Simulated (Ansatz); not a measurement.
# AlN (F-43m): phonons and vibrational spectra, part 3 of 3

Wanted: phonon frequencies of AlN (F-43m) and what follows from them.

Ansatz 0.2.0; DFT LDA, scalar-relativistic, plane waves, PAW; PAW set soft_1.

So far. Step 3 (Relaxing to small forces for the phonons): The forces vanish by symmetry and the pressure is 0.002 GPa, within the tolerances set. The cell now holds 10.23 Å³/atom. Step 4 (Modes at Γ): Before it was imposed, the acoustic sum rule was missed by 8.1e-5 eV/Å² and the charge sum rule by 8.3e-4 e. Small misses are needed for a sound result but don't prove that mesh and cutoff are converged. The lowest optical mode is real, 665 cm⁻¹. The relaxed cell has a = 4.342 Å (conventional setting).

## (5) The dispersion

Stability and thermal properties need the whole zone. Linear response on a 4×4×4 q mesh gives force constants as far as a supercell of that size would, and the tensors from the zone-centre run are typed in so that the long-range dipole term is interpolated apart.

The input, input.yaml:

```yaml
crystal:
  lattice:
    - [0.0, 2.1710348887, 2.1710348887]
    - [2.1710348887, 0.0, 2.1710348887]
    - [2.1710348887, 2.1710348887, 0.0]
  atoms:
    - { symbol: Al, position: [0.0, 0.0, 0.0] }
    - { symbol: "N", position: [0.75, 0.75, 0.75] }
kpoints:
  mp_grid: { grid: [8, 8, 8] }
hamiltonian:
  xc: lda
  pseudopotentials: { kind: paw, azcp: { folder: soft_1 }, xc_functional: pbe }
scf:
  occupations: { method: fixed }
output:
  eigenvalues: true
phonons:
  method: dfpt
  qmesh: [4, 4, 4]
  temperatures: { t_max: 1000, t_step: 50 }
  qpath:
    path:
      - [[0.0, 0.0, 0.0], [-0.5, -0.5, 0.0], [-0.375, -0.375, 0.25]]
      - [[-0.375, 0.0, 0.375], [0.0, 0.0, 0.0], [0.0, 0.0, 0.5], [-0.5, -0.25, 0.25], [-0.5, -0.5, 0.0]]
    npoints: 10
  non_analytic_term:
    high_frequency_dielectric_tensor: [[4.5394, 0.0, 0.0], [0.0, 4.5394, 0.0], [0.0, 0.0, 4.5394]]
    born_effective_charges:
      - { species: Al, tensor: [[2.544, 0.0, 0.0], [0.0, 2.544, 0.0], [0.0, 0.0, 2.544]] }
      - { species: "N", tensor: [[-2.544, 0.0, 0.0], [0.0, -2.544, 0.0], [0.0, 0.0, -2.544]] }
    source: "zone-centre run at this cell"
```

The run is started by

```
$ ansatz run input.yaml --threads 4 --pin off --max-ram 10240MiB --backend cpu --events-out ev --progress --plain --runs-dir out
```

Numbers of over 12 decimals in the logs are rounded to 6 here.

Output:

```text
Warning: phonons: the dynamical matrix that this run interpolates holds no multipole term above the dipole-dipole one, and a site of this crystal is no centre of inversion, so its interpolated transverse optical and acoustic branches and sound speeds can stay off near Gamma, and the density of states and the thermodynamics with them. What a run solves at a wave vector of phonons.qpoints, Gamma apart, where the deck admits one, is free of this, and under fd what a larger phonons.supercell samples
[...]
Crystal: 2 atoms, lattice volume = 20.466 Å³
Basis set: ecut = 420 eV, 411 PW (Γ), exchange–correlation on 48×48×48 points (8 copies of the dense FFT grid, shifted against one another)
Bands: 8, of which v1, the nominal top of the filled ones, is band 4 counted from 1 (3 counted from 0)
Symmetry: 24 space group operations
k-points: 29 of 512 (time reversal used)
[...]
SCF iter   1: F=—  HF=-891.330786 eV  |F-HF|=—  |Δ(HF+E_count)|=         —  Δρ=1.37e-1  dr2=4.64e0  ethr=3.10e-3  ⟨swp⟩=4.2  Hψ=1518  notcnv=0  defer=3
[...]
SCF iter   8: F=-889.811042 eV  HF=-889.811042 eV  |F-HF|=5.68e-13  |Δ(HF+E_count)|=  2.16e-10  Δρ=1.35e-7  dr2=1.45e-12  ethr=1.00e-12  ⟨swp⟩=4.6  Hψ=1194  notcnv=0
SCF 1 converged in 8 iterations: F = -889.811042 eV  dr2 = 1.45e-12
[...]
NSCF: frozen V_eff on 29 k-points
[...]
DFPT response loops at q = (0, 0, 0) (fractional): preconditioner auto → none (the input reference at scf.mixing.eps_inf says where Resta's filter doesn't serve); β = 0.50; Broyden in place of MSR1
[...]
SCF converged after 8 iterations
Free energy (F): -889.811042 eV
[...]
Internal energy: -889.811042 eV  (E = F + TS)
E sigma→0 (E₀):  -889.811042 eV
Fermi energy:    6.855952 eV
[...]
--- Band table (eV; the first three rows and the last of 29) ---
[...]
--- Phonons (Γ-DFPT): 2 representative perturbations + reference (Σ response iterations 6) ---
  ASR residual: 7.630e-5 → 0.000e0 eV/Å²; symmetrization residual: 4.199e-7 eV/Å²
  ASR residual per site (eV/Å²): 2.07e-5 7.63e-5
  Γ frequencies (cm⁻¹): 0.00 0.00 0.00 665.01 665.01 665.01
--- Phonons (arbitrary-q DFPT): 8 irreducible q on the 4×4×4 mesh ---
  q = [0.0000, 0.0000, 0.0000] (star 1, of the zone-centre solve; hermiticity 5.60e-8, symmetrization 1.08e-14): -0.00 -0.00 0.00 665.01 665.01 665.01
  q = [0.0000, 0.0000, 0.2500] (star 8, 2 solved perturbations on 288 of 512 k-point pairs; hermiticity 4.15e-8, symmetrization 5.61e-15): 163.96 163.96 369.54 660.98 660.98 844.07
[...]
q = [0.0000, 0.2500, 0.2500] (star 6, 4 solved perturbations in 528 linear systems a pass and spin channel, the states on 164 of 512 k-point pairs; hermiticity 3.60e-8, symmetrization 3.43e-15): 247.34 247.34 351.52 669.10 669.10 845.88
[...]
sum rule: each row above includes the acoustic sum rule's correction from the zone centre's row sums; it moved no ω² by more than (1.22 cm⁻¹)²
  mesh force constants: q→R imaginary residual 3.66e-18; ASR residual 7.630e-5 → 0.000e0 eV/Å²; symmetrization residual 1.421e-14 eV/Å²
  interpolated dispersion: 63 rows × 6 modes
  density of states and harmonic sums: on the 24×24×24 q-mesh, interpolated from the force constants of a 4×4×4 supercell (with the dipole–dipole term of supplied tensors)
  largest difference from the sums on the solved wave vectors: F 7.25e-3 eV, S 1.13e-5 and C_V 3.94e-6 eV/K
  zero-point energy: 0.196130 eV/cell   skipped modes (ω ≤ 0): 3   left out of the sums: 3.62e-5 of the cell's modes: C_V's classical limit lies that fraction below 3 k_B per atom; for a crystal, a wire or a layer, F and S can be off by more, and a phonons.interpolated_qmesh denser along its periods is the remedy for the sampling
```

Wall time 9.8 s (4 threads of AMD EPYC 9R14 (Zen 4), shared host); peak memory 0.61 GiB.

This step gave:

| Property | Result |
| --- | --- |
| sum-rule residual before enforcement | 7.63e-5 eV/Å² |
| lowest frequency on the path | 0 cm⁻¹ |
| highest frequency on the path or at a solved wavevector | 902.2 cm⁻¹ |
| mean frequency | 527.3 cm⁻¹ |
| Debye temperature (second moment) | 1046 K |
| logarithmic mean frequency | 481.6 cm⁻¹ |
| lowest mode on the q mesh (acoustic modes at Γ apart) | 164.0 cm⁻¹ |
| zero-point energy per atom | 98.06 meV |
| heat capacity at 300 K | 15.03 J/(mol atoms K) |
| vibrational entropy at 300 K | 10.16 J/(mol atoms K) |
| edges of the widest gap between branches, on path and mesh | 591.1, 653.3 cm⁻¹ |

Frequencies (cm⁻¹) solved at each irreducible wavevector; negative means imaginary. Frequencies by wavevector, by row:

```
q in reciprocal lattice units  star  mode 1  mode 2  mode 3  mode 4  mode 5  mode 6
                        0 0 0     1       0       0       0     665     665     665
                     0 0 0.25     8     164     164   369.5     661     661   844.1
                     0 0 -0.5     4   226.6   226.6   583.5   655.6   655.6   733.7
                  0 0.25 0.25     6   247.3   247.3   351.5   669.1   669.1   845.9
                  0 0.25 -0.5    24   294.5   364.5   511.4   662.4   683.3   744.9
                 0 0.25 -0.25    12   240.1   363.2   459.5   653.5   689.7   770.5
                  0 -0.5 -0.5     3   337.9   337.9   591.1     669     669     719
              0.25 -0.5 -0.25     6   373.1   419.2   511.8   661.5   673.8   725.3
```

Interpolated from a 4×4×4 q mesh, with the LO-TO term (at Γ the limit along the path; where Γ stands inside the path, tables give the limit on arrival). The phonon branches at the labelled points (cm⁻¹):

```
    point  branch 1  branch 2  branch 3  branch 4  branch 5  branch 6
        Γ         0         0         0       665       665       902
  halfway       247       247       352       669       669       846
        X       338       338       591       669       669       719
  halfway       332       368       574       667       670       722
        U       314       419       534       661       673       729
jump to K       314       419       534       661       673       729
  halfway       184       289       386       657       680       818
        Γ         0         0         0       665       665       902
  halfway       164       164       370       661       661       844
        L       227       227       584       656       656       734
  halfway       289       353       536       659       681       731
        W       373       419       512       662       674       725
  halfway       355       371       559       665       672       723
        X       338       338       591       669       669       719
```

The phonon branches as a text plot (rows in cm⁻¹):

```
    883 |****                     *********
    846 |    ***                 *         **
    808 |       **              *            **
    771 |         **         ***               *
    733 |           *********                   *****************
    695 |                  ******                    ***
    658 |********************************************************
    620 |
    583 |           ****                        ****          ***
    545 |         **    ***                    *    ***     **
    507 |                  **                          *****
    470 |        *           **               *
    432 |       *         **   *             *           ***
    395 |               **  *** *                      **   **
    357 |      *      **                    *         *  ********
    320 |        **********    * *         *         * **
    282 |    ** *          **   *                   ***
    244 |      *             **  ***      *      ****
    207 |   ***                *              ***
    169 |   *                   * ***    *  **
    132 |  *                     *  *      *
     94 |  *                      ** *  * *
     56 | *                         **   *
     19 |*                           ****
         Γ           X  U|K            Γ         L        W     X
```

The phonon density of states has structure finer than the step of the table below, so its rows give means over 50 cm⁻¹, whole bins alone (the curve runs from 5 to 905 cm⁻¹). Peaks (cm⁻¹: height): 335.0: 0.0128, 515.0: 0.0133, 665.0: 0.0814, 735.0: 0.0248.

Tetrahedra on a 24×24×24 mesh, mean over bins of 10 cm-1. Interpolated from a 4×4×4 q mesh. Table of phonon density of states by wavenumber; means over each step:

wavenumber (cm⁻¹), phonon density of states (1/cm⁻¹/cell) and a bar:
```
       50     0.0002 
      100     0.0008 #
      150     0.0019 ##
      200     0.0044 ####
      250     0.0090 #########
      300     0.0110 ###########
      350     0.0100 ##########
      400     0.0068 #######
      450     0.0030 ###
      500     0.0079 ########
      550     0.0047 #####
      600     0.0002 
      650     0.0290 ##############################
      700     0.0120 ############
      750     0.0116 ############
      800     0.0043 ####
      850     0.0025 ##
```

The partial phonon density of states has structure finer than the step of the table below, so its rows give means over 25 cm⁻¹, whole bins alone (the curve runs from -10 to 937 cm⁻¹). Peaks (cm⁻¹: height): Al 317.6: 0.00961, 520.0: 0.0105, 663.0: 0.0170; N 668.9: 0.0508, 734.4: 0.0174.

Phonopy on the run's constants, 21x21x21 mesh, Gaussian sigma 6.8 cm-1. Interpolated from a 4×4×4 q mesh. Partial phonon density of states against wavenumber; means over each step; values in 1/cm⁻¹/cell:

```
wavenumber (cm⁻¹)       Al        N
               25   4.3e-5   2.0e-5
               50   1.1e-4   5.4e-5
               75   3.5e-4   1.8e-4
              100   5.2e-4   2.6e-4
              125   8.8e-4   4.3e-4
              150  0.00127   6.1e-4
              175  0.00192   8.8e-4
              200  0.00290  0.00128
              225  0.00506  0.00212
              250  0.00645  0.00252
              275  0.00728  0.00263
              300  0.00815  0.00264
              325  0.00936  0.00270
              350  0.00787  0.00204
              375  0.00589  0.00147
              400  0.00570  0.00135
              425  0.00375   9.7e-4
              450  0.00213   7.3e-4
              475  0.00313   8.8e-4
              500  0.00666  0.00104
              525  0.00887   8.3e-4
              550  0.00405   3.0e-4
              575  0.00154   6.5e-5
              600   1.1e-4   8.0e-7
              625   2.5e-5   6.0e-5
              650  0.00665   0.0182
              675   0.0114   0.0392
              700   8.5e-4  0.00378
              725  0.00107   0.0101
              750  0.00136  0.00944
              775  0.00112  0.00449
              800  0.00107  0.00317
              825   9.6e-4  0.00238
              850   7.8e-4  0.00173
              875   5.3e-4  0.00109
              900   1.6e-4   3.1e-4
```

Second derivatives of the energy by pair, one row for each kind of neighbour of each atom listed. Each entry sums the pair over the periodic images of the supercell that the q mesh stands for, and in a polar crystal it holds the long-range dipole part too. Force constants by pair, by row:

```
atom  neighbour  distance (Å)  third of the trace (eV/Å²)  along the pair's line (eV/Å²)
 Al1     itself             0                       21.79                              –
 Al1          N          1.88                      -4.502                         -8.779
 Al1         Al          3.07                      -0.263                         -2.514
 Al1          N           3.6                     -0.0468                         0.7094
 Al1         Al         4.342                     -0.0348                        -0.4786
 Al1          N         4.732                      0.1364                         0.6257
 Al1         Al         5.318                     -0.0985                        -0.3702
 Al1          N         5.641                      0.0469                         0.2017
 Al1          N         5.641                      0.0274                         0.1906
  N2     itself             0                       21.24                              –
  N2         Al          1.88                      -4.502                         -8.779
  N2          N          3.07                     -0.2924                         -1.831
  N2         Al           3.6                     -0.0468                         0.7094
  N2          N         4.342                      0.0305                        -0.2666
  N2         Al         4.732                      0.1364                         0.6257
  N2          N         5.318                     -0.0528                        -0.2848
  N2         Al         5.641                      0.0274                         0.1906
  N2         Al         5.641                      0.0469                         0.2017
```

Harmonic thermodynamic functions per atom, from the density of states. Interpolated from a 4×4×4 q mesh. Thermodynamic functions, by row:

```
T (K)  F_vib (meV/atom)  S (J/mol-atom/K)  C_V (J/mol-atom/K)
    0             98.06                 0                   0
   50             98.05             0.132               0.431
  100             97.78             1.087               2.894
  200             94.71             5.155               9.652
  300             86.78             10.16               15.03
  400             73.72             14.98               18.35
  500              55.9             19.31               20.34
  600             33.87             23.14               21.59
  700               8.1             26.53                22.4
  800            -20.99             29.56               22.95
  900            -53.07             32.28               23.35
 1000            -87.83             34.76               23.64
```

Harmonic mean-square displacement, third of the trace. Interpolated from a 4×4×4 q mesh. Mean square displacements, by row:

```
T (K)  Al1 U_eq (Å²)  N2 U_eq (Å²)
    0        0.00174        0.0023
  100         0.0019       0.00244
  300        0.00314       0.00349
  600         0.0056       0.00576
```

Symmetry leaves 8 wavevectors to solve. The lowest mode among them, the acoustic zeros apart, lies at q = (0, 0, 0.25) and is real, 164 cm⁻¹.

## (6) Isotope substitution

An isotope changes the mass and not the force constants, so no new electronic calculation is needed; the shifts show which modes move this element.

The same force constants with the mass of N changed from 14.007 to 15.000 u (phonopy, no LO-TO term). Both lists are sorted by frequency; levels can cross, so a row need not hold one and the same mode. Modes under 3 cm⁻¹ are left out. Isotope shifts, by row:

```
          q  rank  natural mass (cm⁻¹)  changed mass (cm⁻¹)
      0 0 0     4                  665                650.4
      0 0 0     5                  665                650.4
      0 0 0     6                  665                650.4
   0 0 0.25     1                  164                162.1
   0 0 0.25     2                  164                162.1
   0 0 0.25     3                369.5                365.6
   0 0 0.25     4                  661                645.9
   0 0 0.25     5                  661                645.9
   0 0 0.25     6                844.1                824.5
   0 0 -0.5     1                226.6                224.2
   0 0 -0.5     2                226.6                224.2
   0 0 -0.5     3                583.5                583.5
   0 0 -0.5     4                655.6                640.2
   0 0 -0.5     5                655.6                640.2
   0 0 -0.5     6                733.7                  709
0 0.25 0.25     1                247.3                  245
0 0.25 0.25     2                247.3                  245
0 0.25 0.25     3                351.5                347.6
0 0.25 0.25     4                669.1                652.8
0 0.25 0.25     5                669.1                652.8
0 0.25 0.25     6                845.9                826.6
```

A mode of this element alone would shift by -3.37 %. The highest zone-centre frequency without the field goes from 665.0 to 650.4 cm⁻¹ (-2.2 %). The product of the frequency ratios over all optical modes at Γ is 0.935; the product rule, (m/m′)^(3k/2) (M′/M)^(3/2) with k = 1 such atoms and M the mass of the cell, gives 0.935.

## (7) Results

* space group after relaxation (within 0.01 Å): F-43m
* volume per atom: 10.2 Å³
* gap on the k-mesh: 3.25 eV
* highest optical mode at the zone centre (no LO-TO term): 665 cm⁻¹
* top of the zone-centre spectrum with the field: 902 cm⁻¹
* lowest optical zone-centre mode: 665 cm⁻¹
* mean high-frequency dielectric constant: 4.54
* mean static dielectric constant: 8.36
* largest Born charge (third of the trace): 2.54 e
* lowest mode on the q mesh (acoustic modes at Γ apart): 164 cm⁻¹
* highest frequency on the path or at a solved wavevector: 902 cm⁻¹
* zero-point energy per atom: 98.1 meV
* heat capacity at 300 K: 15.0 J/(mol atoms K)
* vibrational entropy at 300 K: 10.2 J/(mol atoms K)
* Debye temperature (second moment): 1046 K
* imaginary modes on the 4×4×4 q mesh: none

What this shows: The structure is a minimum as far as tested: no mode is imaginary at the 8 irreducible wavevectors of the 4×4×4 mesh, and the softest away from the acoustic zeros lies at 164 cm⁻¹. Without the field, the optical modes at Γ form one degenerate level at 665 cm⁻¹. The highest mode in this list at Γ, 665.0 cm⁻¹, has its largest share on N (66 % of the kinetic energy). With the macroscopic field of the longitudinal modes the top of the zone-centre spectrum lies at 902 cm⁻¹, against 665 cm⁻¹ without it. Lattice motion raises the mean dielectric constant from 4.539 to 8.355. The strongest infrared line is at 665 cm⁻¹. Averaged over orientations, the strongest Raman line at 532 nm and 300 K is at 665 cm⁻¹, among the modes without the field; their longitudinal partners can be Raman active too. On the path and the mesh, the widest gap between branches runs from 591 to 653 cm⁻¹. The program warns that the interpolation holds no quadrupole term, so branches close to Γ can be off in this crystal. The PAW files were made for PBE and serve the other functionals too. These are harmonic frequencies at zero temperature: anharmonic shifts, linewidths and thermal expansion are left out.

[Logs are printed without paths, hosts, clocks, repeated set-up lines and the standing remarks that a program may print on its own settings, such as how far it seeks lower states.]

[Hosts, paths, dates, database ids (printed as entryN), source tags and the programs' standing remarks are cut or masked in the printed files.]
